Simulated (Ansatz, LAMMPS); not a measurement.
# Glassy ZnIn2Ga2O7 (108 atoms): geometry optimisation

How does glassy ZnIn2Ga2O7 (108 atoms) relax, and what do bonds, charges and levels look like afterwards?

Program: Ansatz 0.2.0. Level of theory: Kohn-Sham DFT, LDA, PAW (set soft_2), plane waves. Results are calculated unless marked as measured.

Measured values to set the calculation against. The optical gap of an amorphous indium gallium zinc oxide film sputtered in pure argon was obtained from UV-visible absorption (“Argon and Oxygen Gas Flow Rate Dependency of Sputtering-Based Indium-Gallium-Zinc Oxide Thin-Film Transistors”, 2023, PMC10383919): optical gap 3.63 eV.

## (1) The structure

The cell holds 108 atoms: 18 Ga, 18 In, 63 O and 9 Zn. Its edges and angles: a = 10.883 Å, b = 10.883 Å, c = 10.883 Å, α = 90.0°, β = 90.0°, γ = 90.0°. 108 atoms (18 Fe, 18 Sc, 63 O, 9 Zn) placed at random at 4.03 g/cm³, melted at 4500 K for 20 ps at fixed volume with the Morse and Coulomb pair potential with partial charges (Pedone, Malavasi, Menziani, Cormack and Segre, J. Phys. Chem. B 110, 11780 (2006)). Quenched from 4500 K to 300 K at 10 K/ps and fixed volume, held 20 ps at zero pressure. Then Fe was replaced by Ga, Sc was replaced by In (the potential has no terms for the new elements, so the cell is a start for a DFT relaxation).

Before any run, some limits are plain. The quench rate of 10 K/ps is orders of magnitude faster than experiment, which tends to freeze in extra defects. The starting topology of bonds comes from the classical model. The Brillouin zone is sampled at Γ only, in a cell whose shortest periodic width is 11 Å.

## (2) Making the structure

A classical potential supplies the starting structure, since it reaches far longer times than DFT.

This step: classical MD, Morse and Coulomb pair potential with partial charges (Pedone, Malavasi, Menziani, Cormack and Segre, J. Phys. Chem. B 110, 11780 (2006)) (LAMMPS 22 Jul 2025 - Update 4).

in.lmp

```
# melt-quench of Fe18Sc18O63Zn9
units metal
atom_style charge
boundary p p p
region box block 0 11.1973 0 11.1973 0 11.1973
create_box 4 box
mass 1 55.8450   # Fe
mass 2 44.9559   # Sc
mass 3 15.9990   # O
mass 4 65.3800   # Zn
create_atoms 1 random 18 96985 NULL overlap 1.5 maxtry 2000
create_atoms 2 random 18 96992 NULL overlap 1.5 maxtry 2000
create_atoms 3 random 63 96999 NULL overlap 1.5 maxtry 2000
create_atoms 4 random 9 97006 NULL overlap 1.5 maxtry 2000
pair_style hybrid/overlay pedone 5.5 coul/long 8.0
pair_coeff * * coul/long
pair_coeff 1 3 pedone 0.418981 1.620376 2.382183 2   # Fe-O
pair_coeff 2 3 pedone 0.000333 3.144445 3.200000 2.6   # Sc-O
pair_coeff 3 3 pedone 0.042395 1.379316 3.618701 22   # O-O
pair_coeff 3 4 pedone 0.001221 3.150679 2.851850 1   # Zn-O
set type 1 charge 1.8
set type 2 charge 1.8
set type 3 charge -1.2
set type 4 charge 1.2
kspace_style pppm 1.0e-4
neigh_modify delay 0 every 1 check yes
thermo_style custom step time temp pe press density
thermo_modify norm yes
timestep 0.002
thermo 100
min_style cg
minimize 1e-4 1e-4 200 2000
reset_timestep 0
velocity all create 4500 96986 mom yes dist gaussian
# [... 11 lines left out ...]
fix md all nvt temp 4500 300 0.2
run 210000 post no
unfix md
thermo 3333
fix md all npt temp 300 300 0.2 iso 0 0 2
run 10000 post no
unfix md
write_dump all custom glass.dump id type xs ys zs modify sort id
```

On the command line:

```sh
> lmp -in in.lmp -log none -nocite
```

What it wrote:

```text
LAMMPS (22 Jul 2025 - Update 4)
Created orthogonal box = (0 0 0) to (11.1973 11.1973 11.1973)
Created 18 atoms
Created 18 atoms
Created 63 atoms
Created 9 atoms
PPPM initialization ...
  G vector (1/distance) = 0.37995641
  grid = 12 12 12
  estimated relative force accuracy = 5.4950828e-05
   Step          Time           Temp          PotEng         Press         Density
         0   0              0             -2.8914035      878392.66      4.0342421
        72   0.144          0             -11.377347     -44396.021      4.0342421
Loop time of 0.0487167 s on 1 MPI rank(s) for 72 steps with 108 atoms
Minimization stats:
  Stopping criterion = energy tolerance
[... 17 lines left out ...]
[... 1 line left out ...]
Loop time of 4.24597 s on 1 MPI rank(s) for 10000 steps with 108 atoms
   Step          Time           Temp          PotEng         Press         Density
[... 12 lines left out ...]
Loop time of 84.5045 s on 1 MPI rank(s) for 210000 steps with 108 atoms
   Step          Time           Temp          PotEng         Press         Density
[... 1 line left out ...]
    223311   446.622        255.36592     -11.532538     -6629.6078      4.3269739
    226644   453.288        277.63779     -11.531375     -5750.9018      4.3563679
    229977   459.954        255.49719     -11.522193     -6146.6467      4.3504118
    231000   462            304.90366     -11.533441     -8956.0406      4.3941266
Loop time of 5.10976 s on 1 MPI rank(s) for 10000 steps with 108 atoms
```

Elapsed: 94 s, on 1 thread of Arm Neoverse V2, shared host; peak memory 0.071 GiB.

## (3) Single point at the start

A single point comes first, to see the forces before anything moves.

input.yaml

```yaml
crystal:
  lattice:
    - [10.88286, 0.0, 0.0]
    - [0.0, 10.88286, 0.0]
    - [0.0, 0.0, 10.88286]
  atoms:
    - { symbol: Ga, position: [0.13108, 0.13135, 0.86164] }
    - { symbol: Ga, position: [0.05982, 0.77508, 0.40518] }
    - { symbol: Ga, position: [0.09755, 0.9766, 0.60206] }
    - { symbol: Ga, position: [0.42246, 0.18357, 0.32038] }
    - { symbol: Ga, position: [0.46772, 0.46117, 0.56345] }
    - { symbol: Ga, position: [0.26273, 0.74977, 0.59675] }
    - { symbol: Ga, position: [0.2072, 0.50792, 0.43034] }
    - { symbol: Ga, position: [0.32019, 0.24024, 0.57501] }
    - { symbol: Ga, position: [0.45682, 0.45722, 0.28002] }
    - { symbol: Ga, position: [0.73199, 0.60577, 0.75876] }
    - { symbol: Ga, position: [0.4052, 0.706, 0.38957] }
    - { symbol: Ga, position: [0.59827, 0.69729, 0.55718] }
    - { symbol: Ga, position: [0.91449, 0.08257, 0.44849] }
    - { symbol: Ga, position: [0.96931, 0.8381, 0.80268] }
    - { symbol: Ga, position: [0.44968, 0.9576, 0.58068] }
    - { symbol: Ga, position: [0.6032, 0.96878, 0.34678] }
    - { symbol: Ga, position: [0.6224, 0.16825, 0.55571] }
    - { symbol: Ga, position: [0.78142, 0.8781, 0.52988] }
    - { symbol: In, position: [0.44805, 0.69078, 0.83629] }
    - { symbol: In, position: [0.6867, 0.59045, 0.31985] }
    - { symbol: In, position: [0.05796, 0.88739, 0.09629] }
    - { symbol: In, position: [0.4603, 0.90817, 0.1097] }
    - { symbol: In, position: [0.65752, 0.8792, 0.81141] }
    - { symbol: In, position: [0.18605, 0.37657, 0.13394] }
    - { symbol: In, position: [0.7353, 0.00931, 0.0493] }
    - { symbol: In, position: [0.24886, 0.96087, 0.36539] }
    - { symbol: In, position: [0.94132, 0.41482, 0.86518] }
    - { symbol: In, position: [0.79477, 0.3864, 0.52273] }
    - { symbol: In, position: [0.97283, 0.19653, 0.12497] }
    - { symbol: In, position: [0.84752, 0.10997, 0.72988] }
    - { symbol: In, position: [0.28267, 0.36366, 0.83028] }
    - { symbol: In, position: [0.81953, 0.81479, 0.26073] }
    - { symbol: In, position: [0.18976, 0.62012, 0.91417] }
    - { symbol: In, position: [0.95621, 0.61759, 0.59481] }
    - { symbol: In, position: [0.60025, 0.33187, 0.78814] }
    - { symbol: In, position: [0.10688, 0.25557, 0.38219] }
    - { symbol: O, position: [0.53635, 0.56705, 0.43363] }
    - { symbol: O, position: [0.39357, 0.36702, 0.68314] }
    - { symbol: O, position: [0.23624, 0.2725, 0.98675] }
    - { symbol: O, position: [0.45012, 0.76002, 0.23211] }
    - { symbol: O, position: [0.75677, 0.57252, 0.57531] }
    - { symbol: O, position: [0.04913, 0.15892, 0.54782] }
    - { symbol: O, position: [0.27, 0.72593, 0.7719] }
    - { symbol: O, position: [0.90432, 0.66959, 0.7747] }
    - { symbol: O, position: [0.11394, 0.46815, 0.82156] }
    - { symbol: O, position: [0.61778, 0.35211, 0.59586] }
    - { symbol: O, position: [0.07533, 0.7858, 0.62011] }
    - { symbol: O, position: [0.87472, 0.90963, 0.10308] }
    - { symbol: O, position: [0.54703, 0.59266, 0.69648] }
    - { symbol: O, position: [0.66488, 0.77357, 0.39522] }
    - { symbol: O, position: [0.36703, 0.33375, 0.19421] }
    - { symbol: O, position: [0.67271, 0.15092, 0.75053] }
    - { symbol: O, position: [0.17673, 0.57154, 0.09068] }
    - { symbol: O, position: [0.83042, 0.95082, 0.84562] }
    - { symbol: O, position: [0.77796, 0.1795, 0.11006] }
    - { symbol: O, position: [0.29904, 0.03046, 0.93325] }
    - { symbol: O, position: [0.75632, 0.44152, 0.8451] }
    - { symbol: O, position: [0.21513, 0.21252, 0.73236] }
    - { symbol: O, position: [0.08391, 0.97846, 0.77538] }
    - { symbol: O, position: [0.43578, 0.09224, 0.16832] }
    - { symbol: O, position: [0.47757, 0.89302, 0.75774] }
    - { symbol: O, position: [0.80197, 0.9741, 0.36658] }
    - { symbol: O, position: [0.96682, 0.2265, 0.81599] }
    - { symbol: O, position: [0.43296, 0.33906, 0.42431] }
    - { symbol: O, position: [0.45411, 0.13319, 0.59534] }
    - { symbol: O, position: [0.14696, 0.19778, 0.20507] }
    - { symbol: O, position: [0.06525, 0.95305, 0.41626] }
    - { symbol: O, position: [0.33127, 0.56224, 0.30469] }
    - { symbol: O, position: [0.24135, 0.77511, 0.41271] }
    - { symbol: O, position: [0.26644, 0.95229, 0.58797] }
    - { symbol: O, position: [0.36017, 0.51951, 0.90774] }
    - { symbol: O, position: [0.64416, 0.92267, 0.18934] }
    - { symbol: O, position: [0.07354, 0.60572, 0.45033] }
    - { symbol: O, position: [0.63175, 0.98133, 0.54562] }
    - { symbol: O, position: [0.71657, 0.78532, 0.66744] }
    - { symbol: O, position: [0.32124, 0.58349, 0.54722] }
    - { symbol: O, position: [0.57362, 0.51742, 0.17385] }
    - { symbol: O, position: [0.20193, 0.35633, 0.52036] }
    [... 24 atom lines left out ...]
    - { symbol: Zn, position: [0.41841, 0.24349, 0.05558] }
    - { symbol: Zn, position: [0.74389, 0.24121, 0.26834] }
    - { symbol: Zn, position: [0.2405, 0.87339, 0.88646] }
    - { symbol: Zn, position: [0.23884, 0.08839, 0.09583] }
    - { symbol: Zn, position: [0.02445, 0.57719, 0.20238] }
    - { symbol: Zn, position: [0.66133, 0.62292, 0.05414] }
kpoints:
  mp_grid: { grid: [1, 1, 1] }
hamiltonian:
  xc: lda
scf:
  occupations: { method: gaussian, width: 0.025 }
output:
  forces: true
  stress: true
  populations: true
  dos:
    method: { smearing: { sigma: 0.15 } }
    de: 0.1
    projected: { site_lists: { Ga: [Ga], In: [In], O: [O], Zn: [Zn] } }
  eigenvalues: true
```

On the command line:

```sh
> ansatz run input.yaml --threads 4 --pin off --max-ram 8192MiB --backend cpu --events-out ev --progress --plain --runs-dir out
```

What it wrote:

```text
Engine: ansatz 0.2.0, aarch64-unknown-linux-gnu
Pseudopotentials: kind: paw
Pseudopotential: Ga, paw, valence charge 13, recommended cutoff 420 eV (normal), Ga.paw.azcp
Pseudopotential: In, paw, valence charge 13, recommended cutoff 420 eV (normal), In.paw.azcp
Pseudopotential: O, paw, valence charge 6, recommended cutoff 420 eV (normal), O.paw.azcp
Pseudopotential: Zn, paw, valence charge 12, recommended cutoff 420 eV (normal), Zn.paw.azcp
[... 3 lines on functional and potentials left out ...]
Crystal: 108 atoms, lattice volume = 1288.929 Å³
Basis set: ecut = 420 eV, 25269 PW (Γ)
Bands: 585, of which v1, the nominal top of the filled ones, is band 477 counted from 1 (476 counted from 0)
Symmetry: 1 space group operations
Space group: P1 (ITA 1), of the structure as read, at distance tolerance 1.1e-4 Å
k-points: 1
[... 13 lines on functional and potentials left out ...]
Initial density: superposition of atomic densities (neutral atoms: chi_scale 0, normalization atom), corrected by the library's trained network
Initial wavefunctions: pseudopotential atomic-orbital guess
Functional: x = slater, c = lda
SCF iter   1: F=—  HF=-229156.802491 eV  |F-HF|=—  |Δ(HF+E_count)|=         —  Δρ=1.88e-2  dr2=3.88e0  ethr=1.77e-3  ⟨swp⟩=6.0  Hψ=2223  notcnv=0  defer=5
preconditioner: auto → Resta (q_TF=auto, 2.595 Å⁻¹)  ε∞=5.1  [insulator: Δε(μ)=0.755 eV  Ē_g=15.699 eV  σ=0.025 eV  W_gap=1.00  n_scr=388 (ndim 8)  ℏωp=31.9 eV  f_vac=0.075  D(μ)=0.00/eV (n_scr^D=0)  ε∞_Penn≈5.1]
SCF iter   2: F=—  HF=-229155.735864 eV  |F-HF|=—  |Δ(HF+E_count)|=    1.07e0  Δρ=4.66e-3  dr2=1.38e-1  ethr=4.07e-4  ⟨swp⟩=2.0  Hψ=1098  notcnv=0  defer=101
SCF iter   3: F=—  HF=-229155.694548 eV  |F-HF|=—  |Δ(HF+E_count)|=   4.13e-2  Δρ=2.07e-3  dr2=4.34e-2  ethr=1.45e-5  ⟨swp⟩=2.0  Hψ=909  notcnv=0  defer=101
SCF iter   4: F=—  HF=-229155.683375 eV  |F-HF|=—  |Δ(HF+E_count)|=   1.12e-2  Δρ=8.91e-4  dr2=8.32e-3  ethr=4.55e-6  ⟨swp⟩=2.0  Hψ=909  notcnv=0  defer=101
SCF iter   5: F=—  HF=-229155.681444 eV  |F-HF|=—  |Δ(HF+E_count)|=   1.93e-3  Δρ=2.68e-4  dr2=1.01e-3  ethr=8.72e-7  ⟨swp⟩=2.0  Hψ=939  notcnv=0  defer=101
SCF iter   6: F=—  HF=-229155.681320 eV  |F-HF|=—  |Δ(HF+E_count)|=   1.24e-4  Δρ=1.23e-4  dr2=2.23e-4  ethr=1.06e-7  ⟨swp⟩=2.0  Hψ=902  notcnv=0  defer=101
SCF iter   7: F=—  HF=-229155.681307 eV  |F-HF|=—  |Δ(HF+E_count)|=   1.34e-5  Δρ=5.08e-5  dr2=4.46e-5  ethr=2.33e-8  ⟨swp⟩=2.0  Hψ=946  notcnv=0  defer=101
SCF iter   8: F=—  HF=-229155.679177 eV  |F-HF|=—  |Δ(HF+E_count)|=   2.13e-3  Δρ=2.24e-5  dr2=7.02e-6  ethr=4.67e-9  ⟨swp⟩=2.0  Hψ=942  notcnv=0  defer=101
SCF iter   9: F=—  HF=-229155.679177 eV  |F-HF|=—  |Δ(HF+E_count)|=   7.16e-7  Δρ=8.77e-6  dr2=1.14e-6  ethr=7.35e-10  ⟨swp⟩=2.0  Hψ=958  notcnv=0  defer=101
SCF iter  10: F=—  HF=-229155.679177 eV  |F-HF|=—  |Δ(HF+E_count)|=   1.81e-7  Δρ=4.19e-6  dr2=2.55e-7  ethr=1.20e-10  ⟨swp⟩=2.0  Hψ=904  notcnv=0  defer=101
SCF iter  11: F=—  HF=-229155.679177 eV  |F-HF|=—  |Δ(HF+E_count)|=   5.33e-8  Δρ=3.29e-6  dr2=1.22e-7  ethr=1.05e-11  ⟨swp⟩=11.0  Hψ=2947  notcnv=0
SCF iter  12: F=-229155.679177 eV  HF=-229155.679177 eV  |F-HF|=6.69e-10  |Δ(HF+E_count)|=   2.37e-8  Δρ=7.57e-7  dr2=7.43e-9  ethr=1.05e-11  ⟨swp⟩=4.0  Hψ=1549  notcnv=0
SCF 1 converged in 12 iterations: F = -229155.679177 eV  dr2 = 7.43e-9
  greatest PAW one-centre occupation: 0.998 electrons in one spin orbital (limit 2), on the Ga atom at site 1 (counted from 0), in its partial waves of l = 2
SCF converged after 12 iterations
Free energy (F): -229155.679177 eV
Harris-Foulkes:  -229155.679177 eV  (|F-HF|=6.69e-10)
Internal energy: -229155.679177 eV  (E = F + TS)
E sigma→0 (E₀):  -229155.679177 eV
Fermi energy:    8.372288 eV
--- Per-component energies (eV) ---
  E_band       = -681.032660
  E_kinetic    = 18699.361052
  E_local      = -100644.786518  (includes V_loc(G=0)·N_el)
  E_nonlocal   = 23317.083675
  E_hartree    = 43215.703592
  E_xc         = -10797.701442
  E_vxc        = -9152.140033  (∫ρ·V_xc dr)
  E_paw        = -132102.472479  (= ΣΔE_a)
  E_vpaw       = -19332.100027  (= ΣTr[D̂ρ^β])
  E_aug_tail   = 0.151622  (compensation charges beyond the density's cutoff)
  E_ewald      = -70899.373298
  E_core_change = 56.354619  (= ΣΔE_core)
  E_smearing   = -0.000000  (= −TS)
  E_closure    = -0.000000  (closes the sum)
  Σ components = -229155.679177   (vs F -229155.679177, Δ=0.00e0)
--- Forces (eV/Å), atoms counted from 1 ---
  atom   1  Ga    -0.46836644    -0.96806347     0.41483934
  atom   2  Ga    -0.34153360    -0.00837133     0.76292811
  atom   3  Ga    -0.59490115    -0.06351057    -0.29502967
  atom   4  Ga     0.74386752     0.23618700     0.52532043
  atom   5  Ga     0.13405922     0.17455478    -0.11819179
  atom   6  Ga    -0.81576216     0.16509695     0.59035352
  atom   7  Ga     0.99611730     0.12317083     0.36692481
  atom   8  Ga     0.70278556    -0.10152887    -0.17429914
  atom   9  Ga    -0.06387843    -1.63454069     0.04611591
  atom  10  Ga    -0.09174968    -0.00569191    -0.60154905
  atom  11  Ga    -0.37728130    -0.46840936    -0.69144359
  atom  12  Ga     1.27962391    -0.59175020     0.29406602
  atom  13  Ga    -0.33234345     0.10552614     0.33105611
  atom  14  Ga     0.44667950     0.00377945    -0.05356794
[...]
atom 107  Zn     0.77049877    -0.09049696     0.38057337
  atom 108  Zn    -0.72567343     0.09510042    -0.22079157
  max |Σ_I F_I| component: 1.62e-4 eV/Å
--- Stress (GPa, compression-positive) ---
       -1.062363       2.061578      -0.982628
        2.061578      -3.624634       1.013516
       -0.982628       1.013516      -2.183094
  P = ⅓ Tr σ = -2.2900 GPa (-22.900 kbar)
--- Band table (eV) ---
  k-point 0: bands = ["-11.0358", "-10.5353", "-10.4633", "-10.4301", [... 569 levels ...], "17.6350", "17.6797", "17.7616", "17.8103", "17.8949", "17.9491", "17.9853", "18.0101", "18.0595", "18.1243", "18.1672", "18.1740"]
--- Löwdin populations: 108 sites ---
  site symbol       q [e]
     0     Ga     12.1588
     1     Ga     12.0968
     2     Ga     12.0737
[...]
107     Zn     10.5278
  spilling = 0.004222 (of n_electrons = 954.000000)
```

Elapsed: 38 s, on 4 threads of Arm Neoverse V2, shared host; peak memory 2.1 GiB; 2.4 min of CPU time.

The run gave:

| Quantity | Value |
| --- | --- |
| free energy | -229155.6792 eV |
| free energy per atom | -2121.8118 eV/atom |
| SCF cycles | 12 |
| pressure | -2.29 GPa |
| r.m.s. force component | 0.6935 eV/Å |
| longest force | 2.727 eV/Å |
| Fermi energy | 8.372 eV |
| gap (highest filled to lowest empty level) | 0.8867 eV |
| spilling of the projection | 0.004222 |

The r.m.s. force component of 0.69 eV/Å and the pressure of -2.3 GPa set the starting point.

Neighbours are counted within 2.50 Å (O-Ga), 2.77 Å (O-In), 2.50 Å (O-Zn).

Length of the force by element and coordination:

```csv
element,coordination,atoms,mean length of the force (eV/Å),spread,least,most
Ga,all,18,0.844,0.44,0.232,1.80
Ga,5,3,1.05,0.485,0.450,1.64
Ga,6,15,0.802,0.418,0.232,1.80
In,all,18,1.24,0.333,0.611,1.88
In,5,9,1.23,0.318,0.796,1.88
In,6,8,1.20,0.353,0.611,1.66
In,7,1,1.53,0,1.53,1.53
O,all,63,1.18,0.516,0.188,2.73
O,3,14,1.07,0.570,0.188,2.01
O,4,44,1.20,0.516,0.282,2.73
O,5,5,1.25,0.223,0.838,1.45
Zn,all,9,0.781,0.240,0.376,1.15
Zn,3,2,0.814,0.0498,0.764,0.864
Zn,4,4,0.837,0.285,0.504,1.15
Zn,5,2,0.838,0.0498,0.788,0.888
Zn,6,1,0.376,0,0.376,0.376
```

[end of part 1 of 3]

[Logs are printed without paths, hosts, clocks, repeated set-up lines and the standing remarks that a program may print on its own settings, such as how far it seeks lower states.]

[Hosts, paths, dates, database ids (printed as entryN), source tags and the programs' standing remarks are cut or masked in the printed files.]
